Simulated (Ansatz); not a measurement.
**CdInI3 (model cell, started as cubic perovskite with Cd in the octahedra): a soft mode frozen in**

Wanted: the energy along a soft mode of CdInI3 (model cell, started as cubic perovskite with Cd in the octahedra) and the structure at the end.

Main program and level: Ansatz 0.2.0; DFT PBEsol, scalar-relativistic, plane waves, PAW; PAW set soft_1.

The structure was built from a prototype and need not be the compound's stable phase.

## Step 1: Starting point

Symmetry: Pm-3m, No. 221, cubic system. The conventional cell has a = 5.778 Å, b = 5.778 Å, c = 5.778 Å, α = 90.00°, β = 90.00°, γ = 90.00°. Nearest to In lie 12 I at 4.09 Å. Nearest to Cd lie 6 I at 2.89 Å. Nearest to I lie 2 Cd at 2.89 Å. Farther neighbours and most contacts between anions are not listed.

## Step 2: Response at finite wavevector

The cell comes from relaxations at this level that are not shown. Stability and thermal properties need the whole zone. Linear response on a 2×2×2 q mesh gives force constants as far as a supercell of that size would.

The input, input.yaml:

```yaml
crystal:
  lattice:
    - [5.777575321, 0.0, 0.0]
    - [0.0, 5.777575321, 0.0]
    - [0.0, 0.0, 5.777575321]
  atoms:
    - { symbol: In, position: [0.0, 0.0, 0.0] }
    - { symbol: Cd, position: [0.5, 0.5, 0.5] }
    - { symbol: I, position: [0.5, 0.5, 0.0] }
    - { symbol: I, position: [0.5, 0.0, 0.5] }
    - { symbol: I, position: [0.0, 0.5, 0.5] }
kpoints:
  mp_grid: { grid: [6, 6, 6] }
hamiltonian:
  xc: pbesol
  pseudopotentials: { kind: paw, azcp: { folder: soft_1 }, xc_functional: pbe }
scf:
  occupations: { method: methfessel_paxton, width: 0.2 }
output:
  eigenvalues: true
phonons:
  method: dfpt
  qmesh: [2, 2, 2]
  temperatures: { t_max: 1000, t_step: 50 }
  qpath:
    path:
      - [[0.0, 0.0, 0.0], [0.0, 0.5, 0.0], [0.5, 0.5, 0.0], [0.0, 0.0, 0.0], [0.5, 0.5, 0.5], [0.0, 0.5, 0.0]]
      - [[0.5, 0.5, 0.5], [0.5, 0.5, 0.0]]
    npoints: 10
```

Started as:

```
> ansatz run input.yaml --threads 4 --pin off --max-ram 16384MiB --backend cpu --events-out ev --progress --plain --runs-dir out
```

Numbers of over 12 decimals in the logs are rounded to 6 here.

Output:

```text
Engine: ansatz 0.2.0, aarch64-unknown-linux-gnu
Pseudopotentials: kind: paw
Pseudopotential: In, paw, valence charge 13, recommended cutoff 420 eV (normal), soft_1/In.paw.azcp
Pseudopotential: Cd, paw, valence charge 20, recommended cutoff 420 eV (normal), soft_1/Cd.paw.azcp
Pseudopotential: I, paw, valence charge 17, recommended cutoff 420 eV (normal), soft_1/I.paw.azcp
Functional definition: PBEsol
  exchange = pbesol_x
  correlation = pbesol_c
Crystal: 5 atoms, lattice volume = 192.858 Å³
Basis set: ecut = 420 eV, 3791 PW (Γ), exchange–correlation on 80×80×80 points (8 copies of the dense FFT grid, shifted against one another)
Bands: 51, of which v1, the nominal top of the filled ones, is band 42 counted from 1 (41 counted from 0)
Symmetry: 48 space group operations
k-points: 20 of 216
Non-local potential: In, projectors of the file, l = 0: 2, l = 1: 2, l = 2: 2, l = 3: 1
Non-local potential: Cd, projectors of the file, l = 0: 3, l = 1: 2, l = 2: 2, l = 3: 1
Non-local potential: I, projectors of the file, l = 0: 2, l = 1: 2, l = 2: 2, l = 3: 1
PAW form: soft (Blöchl's): semilocal exchange-correlation on the pseudo side does not see the compensation charge
PAW frozen core: In, regenerated for the run's functional, and the local potential with it (the file was generated under x = pbe(κ = 0.804, μ = 0.219515), c = pbe(β = 0.066725))
PAW frozen core: Cd, regenerated for the run's functional, and the local potential with it (the file was generated under x = pbe(κ = 0.804, μ = 0.219515), c = pbe(β = 0.066725))
PAW frozen core: I, regenerated for the run's functional, and the local potential with it (the file was generated under x = pbe(κ = 0.804, μ = 0.219515), c = pbe(β = 0.066725))
PAW one-centre angular grid: In, 590 points (default); XC on 64 Gauss nodes
PAW one-centre angular grid: Cd, 590 points (default); XC on 64 Gauss nodes
PAW one-centre angular grid: I, 590 points (default); XC on 64 Gauss nodes
Initial density: superposition of atomic densities (chi_scale 0.1, normalization cell, long waves kept (reshape's long-wave potential 0.00 eV rms))
Initial wavefunctions: pseudopotential atomic-orbital guess
Functional: x = pbesol(κ = 0.804, μ = 0.123457), c = pbesol(β = 0.046)
SCF iter   1: F=—  HF=-36010.487465 eV  |F-HF|=—  |Δ(HF+E_count)|=         —  Δρ=4.48e-2  dr2=5.39e0  ethr=3.10e-3  ⟨swp⟩=9.7  Hψ=4465  notcnv=0
preconditioner: auto → Kerker (q_TF=auto, 2.375 Å⁻¹)  [metal: Δε(μ)=0.130 eV  Ē_g=12.925 eV  σ=0.200 eV  W_gap=0.45  n_scr=32 (ndim 8)  ℏωp=18.1 eV  f_vac=0.057  D(μ)=0.91/eV (n_scr^D=0)]
SCF iter   2: F=—  HF=-36008.804647 eV  |F-HF|=—  |Δ(HF+E_count)|=    1.68e0  S|Δr|=    0.00e0  Δρ=1.65e-2  dr2=1.01e0  ethr=3.10e-3  ⟨swp⟩=3.0  Hψ=2363  notcnv=0  defer=77
preconditioner: auto → Resta (q_TF=auto, 2.375 Å⁻¹)  ε∞=3.1  [insulator: Δε(μ)=0.191 eV  Ē_g=12.471 eV  σ=0.200 eV  W_gap=0.65  n_scr=32 (ndim 8)  ℏωp=18.1 eV  f_vac=0.051  D(μ)=0.49/eV (n_scr^D=0)  ε∞_Penn≈3.1]
SCF iter   3: F=—  HF=-36008.474829 eV  |F-HF|=—  |Δ(HF+E_count)|=   3.30e-1  S|Δr|=    0.00e0  Δρ=3.67e-3  dr2=3.51e-2  ethr=1.20e-3  ⟨swp⟩=2.9  Hψ=1452  notcnv=0  defer=77
SCF iter   4: F=—  HF=-36008.479362 eV  |F-HF|=—  |Δ(HF+E_count)|=   4.53e-3  S|Δr|=    0.00e0  Δρ=1.18e-3  dr2=2.76e-3  ethr=4.18e-5  ⟨swp⟩=2.0  Hψ=1991  notcnv=0  defer=77
SCF iter   5: F=—  HF=-36008.480145 eV  |F-HF|=—  |Δ(HF+E_count)|=   7.83e-4  S|Δr|=    0.00e0  Δρ=4.00e-4  dr2=4.08e-4  ethr=3.29e-6  ⟨swp⟩=2.0  Hψ=1751  notcnv=0  defer=77
SCF iter   6: F=—  HF=-36008.480043 eV  |F-HF|=—  |Δ(HF+E_count)|=   1.02e-4  S|Δr|=    0.00e0  Δρ=8.79e-5  dr2=2.08e-5  ethr=4.86e-7  ⟨swp⟩=2.0  Hψ=1701  notcnv=0  defer=77
SCF iter   7: F=—  HF=-36008.480071 eV  |F-HF|=—  |Δ(HF+E_count)|=   2.84e-5  S|Δr|=    0.00e0  Δρ=2.14e-5  dr2=8.78e-7  ethr=2.47e-8  ⟨swp⟩=2.0  Hψ=1401  notcnv=0  defer=77
SCF iter   8: F=—  HF=-36008.480079 eV  |F-HF|=—  |Δ(HF+E_count)|=   7.54e-6  S|Δr|=    0.00e0  Δρ=6.65e-6  dr2=9.94e-8  ethr=1.05e-9  ⟨swp⟩=2.0  Hψ=1707  notcnv=0  defer=77
SCF iter   9: F=—  HF=-36008.480079 eV  |F-HF|=—  |Δ(HF+E_count)|=   1.05e-7  S|Δr|=    0.00e0  Δρ=2.67e-6  dr2=1.71e-8  ethr=1.18e-10  ⟨swp⟩=2.0  Hψ=1401  notcnv=0  defer=77
SCF iter  10: F=—  HF=-36008.480079 eV  |F-HF|=—  |Δ(HF+E_count)|=   1.41e-8  S|Δr|=    0.00e0  Δρ=5.28e-7  dr2=8.53e-10  ethr=2.03e-11  ⟨swp⟩=2.0  Hψ=1683  notcnv=0  defer=77
[...]
SCF 1 converged in 12 iterations: F = -36008.480079 eV  dr2 = 2.19e-12
  greatest PAW one-centre occupation: 1.000 electrons in one spin orbital (limit 2), on the Cd atom at site 1 (counted from 0), in its partial waves of l = 0
Initial density: read from a saved state, or passed on in memory by an earlier SCF of this step, an earlier step, the calling program or the single point that the run made first
iter 1 solved again at ethr=9.24e-7 eV; its pass at ethr=3.10e-3 eV (dr2=7.76e-4 eV) is discarded
SCF iter   1: F=—  HF=-36008.480053 eV  |F-HF|=—  |Δ(HF+E_count)|=         —  Δρ=1.79e-6  dr2=4.13e-9  ethr=9.24e-7  ⟨swp⟩=3.1  Hψ=6905  notcnv=0
eigensolver tolerance schedule: the retry pair's looser diagonalisation over-reported the residual by 187995.92 of it (diagonalisation noise at an unbounded share of the residual, at the tolerance the schedule requests for it); recorded, not acted on — ethr = c·dr2/N_el stays at c = 1.0e-1
preconditioner: auto → Resta (q_TF=auto, 2.375 Å⁻¹)  ε∞=3.2  [insulator: Δε(μ)=0.689 eV  Ē_g=12.138 eV  σ=0.200 eV  W_gap=0.72  n_scr=32 (ndim 8)  ℏωp=18.1 eV  f_vac=0.064  D(μ)=0.73/eV (n_scr^D=0)  ε∞_Penn≈3.2]
SCF iter   2: F=—  HF=-36008.480079 eV  |F-HF|=—  |Δ(HF+E_count)|=   2.65e-5  S|Δr|=    0.00e0  Δρ=1.15e-6  dr2=2.07e-9  ethr=4.91e-12  ⟨swp⟩=4.6  Hψ=3124  notcnv=0
SCF iter   3: F=—  HF=-36008.480079 eV  |F-HF|=—  |Δ(HF+E_count)|=   1.52e-9  S|Δr|=    0.00e0  Δρ=6.89e-7  dr2=6.72e-10  ethr=2.47e-12  ⟨swp⟩=2.0  Hψ=1789  notcnv=0
SCF iter   4: F=—  HF=-36008.480079 eV  |F-HF|=—  |Δ(HF+E_count)|=  5.38e-10  S|Δr|=    0.00e0  Δρ=3.69e-7  dr2=1.75e-10  ethr=1.00e-12  ⟨swp⟩=2.0  Hψ=1703  notcnv=0
SCF iter   5: F=—  HF=-36008.480079 eV  |F-HF|=—  |Δ(HF+E_count)|=  5.82e-11  S|Δr|=    0.00e0  Δρ=2.81e-7  dr2=1.02e-10  ethr=1.00e-12  ⟨swp⟩=1.1  Hψ=1021  notcnv=0
SCF iter   6: F=—  HF=-36008.480079 eV  |F-HF|=—  |Δ(HF+E_count)|=  4.37e-11  S|Δr|=    0.00e0  Δρ=2.19e-7  dr2=6.17e-11  ethr=1.00e-12  ⟨swp⟩=1.1  Hψ=1023  notcnv=0
SCF iter   7: F=—  HF=-36008.480079 eV  |F-HF|=—  |Δ(HF+E_count)|=  2.91e-11  S|Δr|=    0.00e0  Δρ=1.25e-7  dr2=2.08e-11  ethr=1.00e-12  ⟨swp⟩=1.1  Hψ=1022  notcnv=0
SCF iter   8: F=—  HF=-36008.480079 eV  |F-HF|=—  |Δ(HF+E_count)|=    0.00e0  S|Δr|=    0.00e0  Δρ=1.25e-7  dr2=1.94e-11  ethr=1.00e-12  ⟨swp⟩=6.2  Hψ=2651  notcnv=0
SCF iter   9: F=-36008.480079 eV  HF=-36008.480079 eV  |F-HF|=0.00e0  |Δ(HF+E_count)|=  2.91e-11  S|Δr|=    0.00e0  Δρ=6.53e-8  dr2=5.53e-12  ethr=1.00e-12  ⟨swp⟩=1.8  Hψ=2523  notcnv=0
SCF 2 converged in 9 iterations: F = -36008.480079 eV  dr2 = 5.53e-12
phonons: the bands overlap, so this run is a metal and interpolates without the dipole-dipole term. If the crystal is really an insulator or semiconductor, its LO-TO splitting is missing
NSCF: frozen V_eff on 20 k-points
NSCF: frozen V_eff on 64 k-points
DFPT response loops at q = (0, 0, 0) (fractional): preconditioner auto → Kerker (q_TF=auto, 2.375 Å⁻¹) (partly filled bands, converged f_vac=0.064); β = 1.00, the filter's whole step (`scf.mixing.beta` (0.50) is not read by the response loops under this deck's `scf.mixing.preconditioner`; to damp them name `kerker` or `kerker_dos`, under which they read `scf.mixing.beta`, and type it under 1.00, their step now; both keys bind the ground state too); Broyden in place of MSR1
NSCF: frozen V_eff on 128 k-points
DFPT response loops at q = (0, 0, -0.5) (fractional): mixed as the last ones told, above
NSCF: frozen V_eff on 128 k-points
DFPT response loops at q = (0, -0.5, -0.5) (fractional): mixed as the last ones told, above
NSCF: frozen V_eff on 128 k-points
DFPT response loops at q = (-0.5, -0.5, -0.5) (fractional): mixed as the last ones told, above
SCF converged after 12 iterations
Stability not checked: this state was not tested for a lower state beside it, because cold or Methfessel-Paxton smearing, or corrected tetrahedra, fill the levels in a way that the test cannot read (fill_not_monotonic; see scf.lower_state_search)
Free energy (F): -36008.480079 eV
Harris-Foulkes:  -36008.480079 eV  (|F-HF|=7.28e-12)
Internal energy: -36008.492130 eV  (E = F + TS)
E sigma→0 (E₀):  -36008.483092 eV
Entropy (-TS):   0.012051 eV (2.410 meV/atom)
Fermi energy:    5.508385 eV
Step filling:    the computed levels leave a gap of 0.0000 eV = 0.0 smearing widths at the electron count; against every level under it full and every level over it empty, smearing changes F+E_penalty+E_count by +3.304 meV and its σ→0 estimate by +0.291 meV
--- Per-component energies (eV) ---
  E_band       = -1760.180990
  E_kinetic    = 1130.594182
  E_local      = -12716.899471  (includes V_loc(G=0)·N_el)
  E_nonlocal   = 805.397886
  E_hartree    = 5724.339030
  E_xc         = -618.589568
  E_vxc        = -617.094040  (∫ρ·V_xc dr)
  E_paw        = -22272.960916  (= ΣΔE_a)
  E_vpaw       = -1810.850568  (= ΣTr[D̂ρ^β])
  E_aug_tail   = -0.006949  (compensation charges beyond the density's cutoff)
  E_ewald      = -8062.180596
  E_core_change = 1.814272  (= ΣΔE_core)
  E_smearing   = 0.012051  (= −TS)
  E_closure    = -0.000000  (closes the sum)
  Σ components = -36008.480079   (vs F -36008.480079, Δ=0.00e0)
--- Band table (eV; the first three rows and the last of 20) ---
  k-point 0: bands = [... 38 lower, 4.5688, 4.7310, 4.7310, 4.7310, 5.2304, 9.4535, 9.4535, 9.4535, ... 5 higher]
  k-point 1: bands = [... 38 lower, 4.4919, 4.5052, 4.7050, 4.7050, 6.1415, 8.8748, 9.2496, 9.2496, ... 5 higher]
  k-point 2: bands = [... 38 lower, 4.3858, 4.4106, 4.7320, 4.7320, 7.4442, 8.1236, 8.9451, 8.9451, ... 5 higher]
  k-point 19: bands = [... 38 lower, 5.3892, 5.4530, 5.4530, 5.4530, 9.5479, 9.5479, 9.5479, 9.6474, ... 5 higher]
--- Phonons (Γ-DFPT): 4 representative perturbations + reference (Σ response iterations 12) ---
  ASR residual: 1.197e-4 → 0.000e0 eV/Å²; symmetrization residual: 5.461e-5 eV/Å²
  ASR residual per site (eV/Å²): 1.20e-4 5.57e-5 4.95e-5 4.95e-5 4.95e-5
  Γ frequencies (cm⁻¹): -51.03 -51.03 -51.03 -11.81 -11.81 -11.81 0.00 0.00 0.00 18.94 18.94 18.94 140.36 140.36 140.36
--- Phonons (arbitrary-q DFPT): 4 irreducible q on the 2×2×2 mesh ---
  q = [0.0000, 0.0000, 0.0000] (star 1, of the zone-centre solve; hermiticity 1.85e-5, symmetrization 1.90e-11): -51.03 -51.03 -51.03 -11.81 -11.81 -11.81 -0.00 0.00 0.00 18.94 18.94 18.94 140.36 140.36 140.36
  q = [0.0000, 0.0000, -0.5000] (star 3, 9 solved perturbations in 504 linear systems a pass and spin channel, the states on 64 of 216 k-point pairs; hermiticity 1.73e-5, symmetrization 3.18e-8): -44.60 -44.60 -15.86 -15.86 -15.48 -9.00 20.68 20.68 27.81 27.81 33.91 111.95 122.41 140.75 140.75
  q = [0.0000, -0.5000, -0.5000] (star 3, 9 solved perturbations in 504 linear systems a pass and spin channel, the states on 64 of 216 k-point pairs; hermiticity 8.61e-6, symmetrization 6.36e-8): -45.57 -45.57 -44.95 -36.04 12.16 12.16 31.84 31.84 36.33 48.21 69.91 114.05 114.05 137.39 141.19
  q = [-0.5000, -0.5000, -0.5000] (star 1, 4 solved perturbations in 184 linear systems a pass and spin channel, the states on 64 of 216 k-point pairs; hermiticity 1.40e-5, symmetrization 3.27e-7): -48.56 -48.56 -48.56 -44.27 -44.27 -44.27 46.63 46.63 46.63 68.60 68.60 117.43 117.43 117.43 148.06
  sum rule: each row above includes the acoustic sum rule's correction from the zone centre's row sums; it moved no ω² by more than (0.53 cm⁻¹)²
  mesh force constants: q→R imaginary residual 3.13e-18; ASR residual 1.197e-4 → 0.000e0 eV/Å²; symmetrization residual 9.770e-15 eV/Å²
  interpolated dispersion: 62 rows × 15 modes
  density of states and harmonic sums: on the 12×12×12 q-mesh, interpolated from the force constants of a 2×2×2 supercell (no non-analytic term)
  largest difference from the sums on the solved wave vectors: F 1.07e-1 eV, S 1.16e-4 and C_V 1.55e-5 eV/K
  zero-point energy: 0.043414 eV/cell   skipped modes (ω ≤ 0): 480, of them read as no rigid motion or as one in doubt: 477 (5.733e0 modes/cell left out, lowest -51.03 cm⁻¹)   left out of the sums: 3.82e-1 of the cell's modes: C_V's classical limit lies that fraction below 3 k_B per atom; for a crystal, a wire or a layer, F and S can be off by more, and a phonons.interpolated_qmesh denser along its periods is the remedy for the sampling
```

Run time: 7 min. Hardware: 4 threads of Arm Neoverse V1, shared host; peak memory 1.8 GiB.

Numbers from this step:

| Quantity | Value |
| --- | --- |
| volume per atom | 38.57 Å³ |
| gap on the k-mesh | 0 eV |
| sum-rule residual before enforcement | 1.20e-4 eV/Å² |
| lowest frequency on the path | -51.03 cm⁻¹ |
| point group | m-3m |
| highest frequency on the path or at a solved wavevector | 150.9 cm⁻¹ |
| highest optical mode at the zone centre (no LO-TO term) | 140.4 cm⁻¹ |
| lowest optical zone-centre mode | -51.03 cm⁻¹ |
| lowest mode on the q mesh (acoustic modes at Γ apart) | -51.03 cm⁻¹ |

Frequencies (cm⁻¹) solved at each irreducible wavevector; negative means imaginary. Frequencies by wavevector, by row:

```
q in reciprocal lattice units  star  mode 1  mode 2  mode 3  mode 4  mode 13  mode 14  mode 15
                        0 0 0     1     -51     -51     -51   -11.8    140.4    140.4    140.4
                     0 0 -0.5     3   -44.6   -44.6   -15.9   -15.9    122.4    140.8    140.8
                  0 -0.5 -0.5     3   -45.6   -45.6     -45     -36      114    137.4    141.2
               -0.5 -0.5 -0.5     1   -48.6   -48.6   -48.6   -44.3    117.4    117.4    148.1
```

Interpolated from a 2×2×2 q mesh. The phonon branches at the labelled points (cm⁻¹):

```
    point  branch 1  branch 2  branch 3  branch 4  branch 12  branch 13  branch 14  branch 15
        Γ       -51       -51       -51       -12         19        140        140        140
  halfway       -48       -48       -38       -12         71        137        140        140
        X       -45       -45       -16       -16        112        122        141        141
  halfway       -45       -41       -38       -36        110        113        141        142
        M       -46       -46       -45       -36        114        114        137        141
  halfway       -46       -45       -37       -30         78        127        141        144
        Γ       -51       -51       -51       -12         19        140        140        140
  halfway       -45       -45       -37       -33         83        127        127        150
        R       -49       -49       -49       -44        117        117        117        148
  halfway       -44       -44       -42       -38        106        114        127        150
        X       -45       -45       -16       -16        112        122        141        141
jump to R       -49       -49       -49       -44        117        117        117        148
  halfway       -47       -47       -45       -43        116        116        118        149
        M       -46       -46       -45       -36        114        114        137        141
```

Symmetry leaves 4 wavevectors to solve. The lowest mode among them, the acoustic zeros apart, lies at Γ and is imaginary, 51.0i cm⁻¹, so the energy falls along it.

## Step 3: The mode frozen in, largest atomic shift 0 Å

The mode followed lies at Γ with frequency 51.0i cm⁻¹ and is 3-fold degenerate, the softest among the wavevectors solved. At small amplitude the distorted cell has space group no. 160 by a symmetry search on the positions. The undistorted cell that holds it gives the zero of energy on the same k mesh.

input.yaml, the sections that differ from step 2:

```yaml
output:
  forces: true
  stress: true
  eigenvalues: true
# crystal, kpoints, hamiltonian, scf: as in step 2
# phonons: removed
```

Output:

```text
[...]
Crystal: 5 atoms, lattice volume = 192.858 Å³
Basis set: ecut = 420 eV, 3791 PW (Γ), exchange–correlation on 80×80×80 points (8 copies of the dense FFT grid, shifted against one another)
Bands: 51, of which v1, the nominal top of the filled ones, is band 42 counted from 1 (41 counted from 0)
Symmetry: 48 space group operations
[...]
k-points: 20 of 216
[...]
k-point 0: bands = [... 38 lower, 4.5688, 4.7310, 4.7310, 4.7310, 5.2304, 9.4535, 9.4535, 9.4535, ... 3 higher]
  k-point 1: bands = [... 38 lower, 4.4919, 4.5052, 4.7050, 4.7050, 6.1415, 8.8748, 9.2496, 9.2496, ... 3 higher]
  k-point 2: bands = [... 38 lower, 4.3858, 4.4106, 4.7320, 4.7320, 7.4441, 8.1236, 8.9451, 8.9451, ... 3 higher]
  k-point 19: bands = [... 38 lower, 5.3892, 5.4530, 5.4530, 5.4530, 9.5480, 9.5480, 9.5480, 9.6474, ... 3 higher]
[key lines of the parts left out:]
SCF converged after 9 iterations
Free energy (F): -36008.480079 eV
Fermi energy:    5.508375 eV
P = ⅓ Tr σ = 0.0002 GPa (0.002 kbar)
```

The job ended after 3.4 s (4 threads; peak memory 0.6 GiB; 13 s of CPU time).

Numbers from this step:

- pressure: 1.77e-4 GPa
- energy from the undistorted cell: 0 meV/atom

The run ends at a pressure of 0.00 GPa.

## Step 4: The mode frozen in, largest atomic shift 0.6 Å

The atoms are moved along the unstable eigenvector, the largest shift by 0.6 Å, with the cell fixed.

input.yaml, the sections that differ from step 3:

```yaml
crystal:
  lattice:
    - [5.777575321, 0.0, 0.0]
    - [0.0, 5.777575321, 0.0]
    - [0.0, 0.0, 5.777575321]
  atoms:
    - { symbol: In, position: [0.0599577058, -0.0599577058, -0.0599577058] }
    - { symbol: Cd, position: [0.5044193803, 0.4955806197, 0.4955806197] }
    - { symbol: I, position: [0.4732377032, 0.5267622968, 0.0046374562] }
    - { symbol: I, position: [0.4732377032, 0.0046374562, 0.5267622968] }
    - { symbol: I, position: [-0.0046374562, 0.5267622968, 0.5267622968] }
# kpoints, hamiltonian, scf, output: as in step 3
```

Output:

```text
[...]
Crystal: 5 atoms, lattice volume = 192.858 Å³
Basis set: ecut = 420 eV, 3791 PW (Γ), exchange–correlation on 80×80×80 points (8 copies of the dense FFT grid, shifted against one another)
Bands: 51, of which v1, the nominal top of the filled ones, is band 42 counted from 1 (41 counted from 0)
Symmetry: 6 space group operations
[...]
k-points: 32 of 216 (time reversal used)
[...]
k-point 0: bands = [... 38 lower, 4.4988, 4.6901, 4.6901, 4.7266, 5.2281, 9.1572, 9.1572, 9.5522, ... 5 higher]
  k-point 1: bands = [... 38 lower, 4.3065, 4.4402, 4.6354, 4.8170, 6.0792, 8.8892, 9.1887, 9.5177, ... 5 higher]
  k-point 2: bands = [... 38 lower, 4.2476, 4.3622, 4.6166, 4.8577, 7.3504, 8.4132, 9.1828, 9.4049, ... 5 higher]
  k-point 31: bands = [... 38 lower, 5.1991, 5.2208, 5.2208, 5.3805, 9.0909, 9.5512, 9.5512, 9.9593, ... 5 higher]
[key lines of the parts left out:]
SCF converged after 11 iterations
Free energy (F): -36008.670092 eV
Fermi energy:    5.332444 eV
P = ⅓ Tr σ = 0.5425 GPa (5.425 kbar)
```

Elapsed: 9.4 s, on 4 threads; peak memory 0.61 GiB.

This step gave:

```
pressure                         : 0.5425 GPa
energy from the undistorted cell : -38.16 meV/atom
```

The energy, extrapolated to zero smearing, is -38.16 meV/atom against the undistorted cell.

The run ends at a pressure of 0.54 GPa, with forces up to 0.20 eV/Å.

(Continued in part 2 of 2.)

[Logs are printed without paths, hosts, clocks, repeated set-up lines and the standing remarks that a program may print on its own settings, such as how far it seeks lower states.]

[Hosts, paths, dates, database ids (printed as entryN), source tags and the programs' standing remarks are cut or masked in the printed files.]
